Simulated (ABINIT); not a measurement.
# CsGeH3 (Pm-3m): zone-centre phonons, part 3 of 4

Which modes does CsGeH3 (Pm-3m) have at the zone centre?

ABINIT 10.8.3; DFT LDA, scalar-relativistic, plane waves, PseudoDojo norm-conserving pseudopotentials.

So far. Step 6 (Ground state): The cell stands at -0.66 GPa: the relaxation ran with a smoothed and higher cutoff, and the difference is a stress of the finite basis. Step 7 (Zone-centre response): The acoustic modes at Γ come out as far as 2.9 cm⁻¹ from zero, where they should vanish, a small numerical error. The lowest optical mode is imaginary, 1716i cm⁻¹, an instability at this level and on this k mesh. The relaxed cell has a = 4.092 Å (conventional setting).

The structure was built from a prototype and need not be the compound's stable phase.

## 8. Zone-centre analysis

anaddb reads the merged derivatives and imposes the acoustic sum rule.

The input, anaddb.abi:

```
ddb_filepath "gamma_DDB"
output_file "anaddb.abo"
outdata_prefix "anaddb"
asr 1
chneut 1
enunit 2
eivec 1
nph1l 1
qph1l 0.0 0.0 0.0 1.0
```

The input, mrgddb.in:

```
gamma_DDB
merged
2
dfpt_gammao_DDB
gso_DDB
```

Run with:

```
> mrgddb < mrgddb.in > mrgddb.log
> OMP_NUM_THREADS=1 anaddb anaddb.abi > anaddb.log
```

anaddb.abo, the main output file:

```text
-outvars_anaddb: echo values of input variables ----------------------

 Miscellaneous information :
      enunit         2
       eivec         1
         asr         1
 First list of wavevector (reduced coord.) :
       nph1l         1
       qph1l
                     0.00000000E+00  0.00000000E+00  0.00000000E+00    1.000E+00

================================================================================

 read the DDB information and perform some checks

  ==== Info on the Cryst% object ====
 Real(R)+Recip(G) space primitive vectors, cartesian coordinates (Bohr,Bohr^-1):
 R(1)=  7.7323649  0.0000000  0.0000000  G(1)=  0.1293265  0.0000000  0.0000000
 R(2)=  0.0000000  7.7323649  0.0000000  G(2)=  0.0000000  0.1293265  0.0000000
 R(3)=  0.0000000  0.0000000  7.7323649  G(3)=  0.0000000  0.0000000  0.1293265
 Unit cell volume ucvol=  4.6231398E+02 bohr^3
 Angles (23,13,12)=  9.00000000E+01  9.00000000E+01  9.00000000E+01 degrees
 Time-reversal symmetry is present
 Reduced atomic positions [iatom, xred, symbol]:
    1)    0.0000000  0.0000000  0.0000000  Cs
    2)    0.5000000  0.5000000  0.5000000  Ge
    3)    0.5000000  0.5000000  0.0000000   H
    4)    0.5000000  0.0000000  0.5000000   H
    5)    0.0000000  0.5000000  0.5000000   H

 DDB file with 3 blocks has been read.

================================================================================

 Treat the first list of vectors

  Phonon wavevector (reduced coordinates) :  0.00000  0.00000  0.00000
 Phonon energies in Hartree :
  -7.819176E-03 -7.819176E-03 -7.819176E-03  0.000000E+00  0.000000E+00
   0.000000E+00  5.676689E-04  5.676689E-04  5.676689E-04  3.612301E-03
   3.612301E-03  3.612301E-03  3.617029E-03  3.617029E-03  3.617029E-03
 Phonon energies in meV     :
- -2.127706E+02 -2.127706E+02 -2.127706E+02  0.000000E+00  0.000000E+00
-  0.000000E+00  1.544706E+01  1.544706E+01  1.544706E+01  9.829571E+01
-  9.829571E+01  9.829571E+01  9.842438E+01  9.842438E+01  9.842438E+01
 Phonon frequencies in cm-1    :
- -1.716111E+03 -1.716111E+03 -1.716111E+03  0.000000E+00  0.000000E+00
-  0.000000E+00  1.245889E+02  1.245889E+02  1.245889E+02  7.928084E+02
-  7.928084E+02  7.928084E+02  7.938462E+02  7.938462E+02  7.938462E+02
 Phonon frequencies in Thz     :
- -5.144770E+01 -5.144770E+01 -5.144770E+01  0.000000E+00  0.000000E+00
-  0.000000E+00  3.735082E+00  3.735082E+00  3.735082E+00  2.376780E+01
-  2.376780E+01  2.376780E+01  2.379891E+01  2.379891E+01  2.379891E+01
 Phonon energies in Kelvin  :
- -2.469100E+03 -2.469100E+03 -2.469100E+03  0.000000E+00  0.000000E+00
-  0.000000E+00  1.792557E+02  1.792557E+02  1.792557E+02  1.140674E+03
-  1.140674E+03  1.140674E+03  1.142167E+03  1.142167E+03  1.142167E+03

 Eigendisplacements
 (will be given, for each mode : in cartesian coordinates
   for each atom the real part of the displacement vector,
   then the imaginary part of the displacement vector - absolute values smaller than 1.0d-7 are set to zero)
  Mode number    1   Energy   -7.819176E-03
 Attention : low frequency mode.
   (Could be unstable or acoustic mode)
-  1  3.02915251E-05  0.00000000E+00  0.00000000E+00
-     0.00000000E+00  0.00000000E+00  0.00000000E+00
-  2  2.55763356E-04  0.00000000E+00  0.00000000E+00
-     0.00000000E+00  0.00000000E+00  0.00000000E+00
-  3  3.99881442E-04  0.00000000E+00  0.00000000E+00
-     0.00000000E+00  0.00000000E+00  0.00000000E+00
-  4  3.99881442E-04 -3.25932085E-07  0.00000000E+00
-     0.00000000E+00  0.00000000E+00  0.00000000E+00
-  5 -2.32186420E-02  0.00000000E+00  0.00000000E+00
-     0.00000000E+00  0.00000000E+00  0.00000000E+00
  Mode number    2   Energy   -7.819176E-03
 Attention : low frequency mode.
   (Could be unstable or acoustic mode)
-  1  0.00000000E+00 -3.02915251E-05  0.00000000E+00
-     0.00000000E+00  0.00000000E+00  0.00000000E+00
-  2  0.00000000E+00 -2.55763356E-04  0.00000000E+00
-     0.00000000E+00  0.00000000E+00  0.00000000E+00
-  3  0.00000000E+00 -3.99881442E-04  0.00000000E+00
-     0.00000000E+00  0.00000000E+00  0.00000000E+00
-  4  0.00000000E+00  2.32186420E-02  0.00000000E+00
-     0.00000000E+00  0.00000000E+00  0.00000000E+00
-  5 -3.25932085E-07 -3.99881442E-04  0.00000000E+00
-     0.00000000E+00  0.00000000E+00  0.00000000E+00
  Mode number    3   Energy   -7.819176E-03
 Attention : low frequency mode.
   (Could be unstable or acoustic mode)
-  1  0.00000000E+00  0.00000000E+00  3.02915251E-05
-     0.00000000E+00  0.00000000E+00  0.00000000E+00
-  2  0.00000000E+00  0.00000000E+00  2.55763356E-04
-     0.00000000E+00  0.00000000E+00  0.00000000E+00
-  3  0.00000000E+00  0.00000000E+00 -2.32186420E-02
-     0.00000000E+00  0.00000000E+00  0.00000000E+00
-  4  0.00000000E+00  0.00000000E+00  3.99881442E-04
-     0.00000000E+00  0.00000000E+00  0.00000000E+00
-  5  0.00000000E+00  0.00000000E+00  3.99881442E-04
-     0.00000000E+00  0.00000000E+00  0.00000000E+00
  Mode number    4   Energy    0.000000E+00
 Attention : low frequency mode.
   (Could be unstable or acoustic mode)
-  1  0.00000000E+00  0.00000000E+00  1.62190900E-03
-     0.00000000E+00  0.00000000E+00  0.00000000E+00
-  2  0.00000000E+00  0.00000000E+00  1.62190465E-03
-     0.00000000E+00  0.00000000E+00  0.00000000E+00
-  3  0.00000000E+00  0.00000000E+00  1.62190521E-03
-     0.00000000E+00  0.00000000E+00  0.00000000E+00
-  4  0.00000000E+00  0.00000000E+00  1.62189864E-03
-     0.00000000E+00  0.00000000E+00  0.00000000E+00
-  5  0.00000000E+00  0.00000000E+00  1.62189864E-03
-     0.00000000E+00  0.00000000E+00  0.00000000E+00
  Mode number    5   Energy    0.000000E+00
 Attention : low frequency mode.
   (Could be unstable or acoustic mode)
-  1  0.00000000E+00  1.62190900E-03  0.00000000E+00
-     0.00000000E+00  0.00000000E+00  0.00000000E+00
-  2  0.00000000E+00  1.62190464E-03  0.00000000E+00
-     0.00000000E+00  0.00000000E+00  0.00000000E+00
-  3  0.00000000E+00  1.62189864E-03  0.00000000E+00
-     0.00000000E+00  0.00000000E+00  0.00000000E+00
-  4  0.00000000E+00  1.62190521E-03  0.00000000E+00
-     0.00000000E+00  0.00000000E+00  0.00000000E+00
-  5  0.00000000E+00  1.62189864E-03  0.00000000E+00
-     0.00000000E+00  0.00000000E+00  0.00000000E+00
  Mode number    6   Energy    0.000000E+00
 Attention : low frequency mode.
   (Could be unstable or acoustic mode)
-  1  1.62190900E-03  0.00000000E+00  0.00000000E+00
-     0.00000000E+00  0.00000000E+00  0.00000000E+00
-  2  1.62190464E-03  0.00000000E+00  0.00000000E+00
-     0.00000000E+00  0.00000000E+00  0.00000000E+00
-  3  1.62189864E-03  0.00000000E+00  0.00000000E+00
-     0.00000000E+00  0.00000000E+00  0.00000000E+00
-  4  1.62189864E-03  0.00000000E+00  0.00000000E+00
-     0.00000000E+00  0.00000000E+00  0.00000000E+00
-  5  1.62190521E-03  0.00000000E+00  0.00000000E+00
-     0.00000000E+00  0.00000000E+00  0.00000000E+00
  Mode number    7   Energy    5.676689E-04
-  1  0.00000000E+00  0.00000000E+00  1.21909534E-03
-     0.00000000E+00  0.00000000E+00  0.00000000E+00
-  2  0.00000000E+00  0.00000000E+00 -2.18681440E-03
-     0.00000000E+00  0.00000000E+00  0.00000000E+00
-  3  0.00000000E+00  0.00000000E+00 -1.55418552E-03
-     0.00000000E+00  0.00000000E+00  0.00000000E+00
-  4  0.00000000E+00  0.00000000E+00 -8.30263318E-04
-     0.00000000E+00  0.00000000E+00  0.00000000E+00
-  5  0.00000000E+00  0.00000000E+00 -8.30263318E-04
-     0.00000000E+00  0.00000000E+00  0.00000000E+00
  Mode number    8   Energy    5.676689E-04
-  1  1.75929011E-07  1.21909533E-03  0.00000000E+00
-     0.00000000E+00  0.00000000E+00  0.00000000E+00
-  2 -3.15581631E-07 -2.18681438E-03  0.00000000E+00
-     0.00000000E+00  0.00000000E+00  0.00000000E+00
-  3 -1.19816227E-07 -8.30263309E-04  0.00000000E+00
-     0.00000000E+00  0.00000000E+00  0.00000000E+00
-  4 -1.19816227E-07 -1.55418551E-03  0.00000000E+00
-     0.00000000E+00  0.00000000E+00  0.00000000E+00
-  5 -2.24286250E-07 -8.30263309E-04  0.00000000E+00
-     0.00000000E+00  0.00000000E+00  0.00000000E+00
  Mode number    9   Energy    5.676689E-04
-  1  1.21909533E-03 -1.75929011E-07  0.00000000E+00
-     0.00000000E+00  0.00000000E+00  0.00000000E+00
-  2 -2.18681438E-03  3.15581631E-07  0.00000000E+00
-     0.00000000E+00  0.00000000E+00  0.00000000E+00
-  3 -8.30263309E-04  1.19816227E-07  0.00000000E+00
-     0.00000000E+00  0.00000000E+00  0.00000000E+00
-  4 -8.30263309E-04  2.24286250E-07  0.00000000E+00
-     0.00000000E+00  0.00000000E+00  0.00000000E+00
-  5 -1.55418551E-03  1.19816227E-07  0.00000000E+00
-     0.00000000E+00  0.00000000E+00  0.00000000E+00
  Mode number   10   Energy    3.612301E-03
-  1  0.00000000E+00  0.00000000E+00  0.00000000E+00
-     0.00000000E+00  0.00000000E+00  0.00000000E+00
-  2  0.00000000E+00  0.00000000E+00  0.00000000E+00
-     0.00000000E+00  0.00000000E+00  0.00000000E+00
-  3  0.00000000E+00  1.20978782E-07  0.00000000E+00
-     0.00000000E+00  0.00000000E+00  0.00000000E+00
-  4  0.00000000E+00  0.00000000E+00 -1.64963405E-02
-     0.00000000E+00  0.00000000E+00  0.00000000E+00
-  5  0.00000000E+00 -1.20978782E-07  1.64963405E-02
-     0.00000000E+00  0.00000000E+00  0.00000000E+00
  Mode number   11   Energy    3.612301E-03
-  1  0.00000000E+00  0.00000000E+00  0.00000000E+00
-     0.00000000E+00  0.00000000E+00  0.00000000E+00
-  2  0.00000000E+00  0.00000000E+00  0.00000000E+00
-     0.00000000E+00  0.00000000E+00  0.00000000E+00
-  3  1.47142069E-07  1.64963405E-02  0.00000000E+00
-     0.00000000E+00  0.00000000E+00  0.00000000E+00
-  4 -1.47142070E-07  0.00000000E+00  1.20978791E-07
-     0.00000000E+00  0.00000000E+00  0.00000000E+00
-  5  0.00000000E+00 -1.64963405E-02 -1.20978791E-07
-     0.00000000E+00  0.00000000E+00  0.00000000E+00
  Mode number   12   Energy    3.612301E-03
-  1  0.00000000E+00  0.00000000E+00  0.00000000E+00
-     0.00000000E+00  0.00000000E+00  0.00000000E+00
-  2  0.00000000E+00  0.00000000E+00  0.00000000E+00
-     0.00000000E+00  0.00000000E+00  0.00000000E+00
-  3  1.64963405E-02 -1.47142078E-07  0.00000000E+00
-     0.00000000E+00  0.00000000E+00  0.00000000E+00
-  4 -1.64963405E-02  0.00000000E+00  0.00000000E+00
-     0.00000000E+00  0.00000000E+00  0.00000000E+00
-  5  0.00000000E+00  1.47142076E-07  0.00000000E+00
-     0.00000000E+00  0.00000000E+00  0.00000000E+00
  Mode number   13   Energy    3.617029E-03
-  1  0.00000000E+00  0.00000000E+00 -9.94790862E-05
-     0.00000000E+00  0.00000000E+00  0.00000000E+00
-  2  0.00000000E+00  0.00000000E+00 -2.77506093E-04
-     0.00000000E+00  0.00000000E+00  0.00000000E+00
-  3  0.00000000E+00  0.00000000E+00  3.27247208E-04
-     0.00000000E+00  0.00000000E+00  0.00000000E+00
-  4  0.00000000E+00  0.00000000E+00  1.63905293E-02
-     0.00000000E+00  0.00000000E+00  0.00000000E+00
-  5  0.00000000E+00  0.00000000E+00  1.63905293E-02
-     0.00000000E+00  0.00000000E+00  0.00000000E+00
  Mode number   14   Energy    3.617029E-03
-  1  0.00000000E+00  9.94790854E-05  0.00000000E+00
-     0.00000000E+00  0.00000000E+00  0.00000000E+00
-  2  0.00000000E+00  2.77506091E-04  0.00000000E+00
-     0.00000000E+00  0.00000000E+00  0.00000000E+00
-  3 -2.00118528E-06 -1.63905292E-02  0.00000000E+00
-     0.00000000E+00  0.00000000E+00  0.00000000E+00
-  4 -2.00118528E-06 -3.27247205E-04  0.00000000E+00
-     0.00000000E+00  0.00000000E+00  0.00000000E+00
-  5  0.00000000E+00 -1.63905292E-02  0.00000000E+00
-     0.00000000E+00  0.00000000E+00  0.00000000E+00
  Mode number   15   Energy    3.617029E-03
-  1  9.94790854E-05  0.00000000E+00  0.00000000E+00
-     0.00000000E+00  0.00000000E+00  0.00000000E+00
-  2  2.77506091E-04  0.00000000E+00  0.00000000E+00
-     0.00000000E+00  0.00000000E+00  0.00000000E+00
-  3 -1.63905292E-02  2.00118527E-06  0.00000000E+00
-     0.00000000E+00  0.00000000E+00  0.00000000E+00
-  4 -1.63905292E-02  0.00000000E+00  0.00000000E+00
-     0.00000000E+00  0.00000000E+00  0.00000000E+00
-  5 -3.27247205E-04  2.00118527E-06  0.00000000E+00
-     0.00000000E+00  0.00000000E+00  0.00000000E+00

 Analysis of degeneracies and characters (maximum tolerance=1.00E-06 a.u.)
 For each vibration mode, or group of modes if degenerate,
 the characters are given for each symmetry operation (see the list in the log file).
 Symmetry characters of vibration mode #   1
       degenerate with vibration modes #   2 to    3
  3.0 -3.0 -1.0  1.0 -1.0  1.0 -1.0  1.0  1.0 -1.0 -1.0  1.0  1.0 -1.0 -1.0  1.0
 -0.0  0.0 -0.0  0.0  0.0 -0.0  0.0 -0.0  1.0 -1.0 -1.0  1.0 -1.0  1.0  1.0 -1.0
 -0.0  0.0  0.0 -0.0  0.0 -0.0 -0.0  0.0  1.0 -1.0  1.0 -1.0 -1.0  1.0 -1.0  1.0
 Symmetry characters of vibration mode #   4
       degenerate with vibration modes #   5 to    6
  3.0 -3.0 -1.0  1.0 -1.0  1.0 -1.0  1.0  1.0 -1.0 -1.0  1.0  1.0 -1.0 -1.0  1.0
  0.0 -0.0  0.0 -0.0 -0.0  0.0 -0.0  0.0  1.0 -1.0 -1.0  1.0 -1.0  1.0  1.0 -1.0
  0.0 -0.0 -0.0  0.0 -0.0  0.0  0.0 -0.0  1.0 -1.0  1.0 -1.0 -1.0  1.0 -1.0  1.0
 Symmetry characters of vibration mode #   7
       degenerate with vibration modes #   8 to    9
  3.0 -3.0 -1.0  1.0 -1.0  1.0 -1.0  1.0  1.0 -1.0 -1.0  1.0  1.0 -1.0 -1.0  1.0
 -0.0  0.0 -0.0  0.0  0.0 -0.0  0.0 -0.0  1.0 -1.0 -1.0  1.0 -1.0  1.0  1.0 -1.0
 -0.0  0.0  0.0 -0.0  0.0 -0.0 -0.0  0.0  1.0 -1.0  1.0 -1.0 -1.0  1.0 -1.0  1.0
 Symmetry characters of vibration mode #  10
       degenerate with vibration modes #  11 to   12
  3.0 -3.0 -1.0  1.0 -1.0  1.0 -1.0  1.0 -1.0  1.0  1.0 -1.0 -1.0  1.0  1.0 -1.0
  0.0 -0.0  0.0 -0.0 -0.0  0.0 -0.0  0.0 -1.0  1.0  1.0 -1.0  1.0 -1.0 -1.0  1.0
  0.0 -0.0 -0.0  0.0 -0.0  0.0  0.0 -0.0 -1.0  1.0 -1.0  1.0  1.0 -1.0  1.0 -1.0
 Symmetry characters of vibration mode #  13
       degenerate with vibration modes #  14 to   15
  3.0 -3.0 -1.0  1.0 -1.0  1.0 -1.0  1.0  1.0 -1.0 -1.0  1.0  1.0 -1.0 -1.0  1.0
 -0.0  0.0 -0.0  0.0  0.0 -0.0  0.0 -0.0  1.0 -1.0 -1.0  1.0 -1.0  1.0  1.0 -1.0
 -0.0  0.0  0.0 -0.0  0.0 -0.0 -0.0  0.0  1.0 -1.0  1.0 -1.0 -1.0  1.0 -1.0  1.0
-
```

Run time: 0.51 s. Hardware: 1 thread of Arm Neoverse V2, shared host.

Numbers from this step:

```
highest optical zone-centre mode (no LO-TO term) : 793.9 cm⁻¹
```

No LO-TO term; unit eigenvectors of the mass-weighted matrix, from anaddb's displacements. The modes at Γ (shares of kinetic energy by element, %) (negative means imaginary):

| mode | frequency (cm⁻¹) | Cs % | Ge % | H % |
| --- | --- | --- | --- | --- |
| 1 | -1716.1 | 0 | 1 | 99 |
| 2 | -1716.1 | 0 | 1 | 99 |
| 3 | -1716.1 | 0 | 1 | 99 |
| 4 | 0.0 | 64 | 35 | 1 |
| 5 | 0.0 | 64 | 35 | 1 |
| 6 | 0.0 | 64 | 35 | 1 |
| 7 | 124.6 | 36 | 63 | 1 |
| 8 | 124.6 | 36 | 63 | 1 |
| 9 | 124.6 | 36 | 63 | 1 |
| 10 | 792.8 | 0 | 0 | 100 |
| 11 | 792.8 | 0 | 0 | 100 |
| 12 | 792.8 | 0 | 0 | 100 |
| 13 | 793.8 | 0 | 1 | 99 |
| 14 | 793.8 | 0 | 1 | 99 |
| 15 | 793.8 | 0 | 1 | 99 |

Displacements in mode 3 (-1716.1 cm⁻¹), the largest set to 1:
```
Cs1  0.00  0.00  0.00
Ge2  0.00  0.00  0.01
H3   0.00  0.00 -1.00
H4   0.00  0.00  0.02
H5   0.00  0.00  0.02
```

Displacements in mode 7 (124.6 cm⁻¹), the largest set to 1:
```
Cs1  0.00  0.00  0.56
Ge2  0.00  0.00 -1.00
H3   0.00  0.00 -0.71
H4   0.00  0.00 -0.38
H5   0.00  0.00 -0.38
```

The rule moves no optical mode by more than 0.1 cm⁻¹.

(Continued in part 4 of 4.)

[Host names and launcher messages were left out of these logs when they were recorded.]

[Logs are printed without paths, hosts, clocks, repeated set-up lines and the standing remarks that a program may print on its own settings, such as how far it seeks lower states.]

[Hosts, paths, dates, database ids (printed as entryN), source tags and the programs' standing remarks are cut or masked in the printed files.]
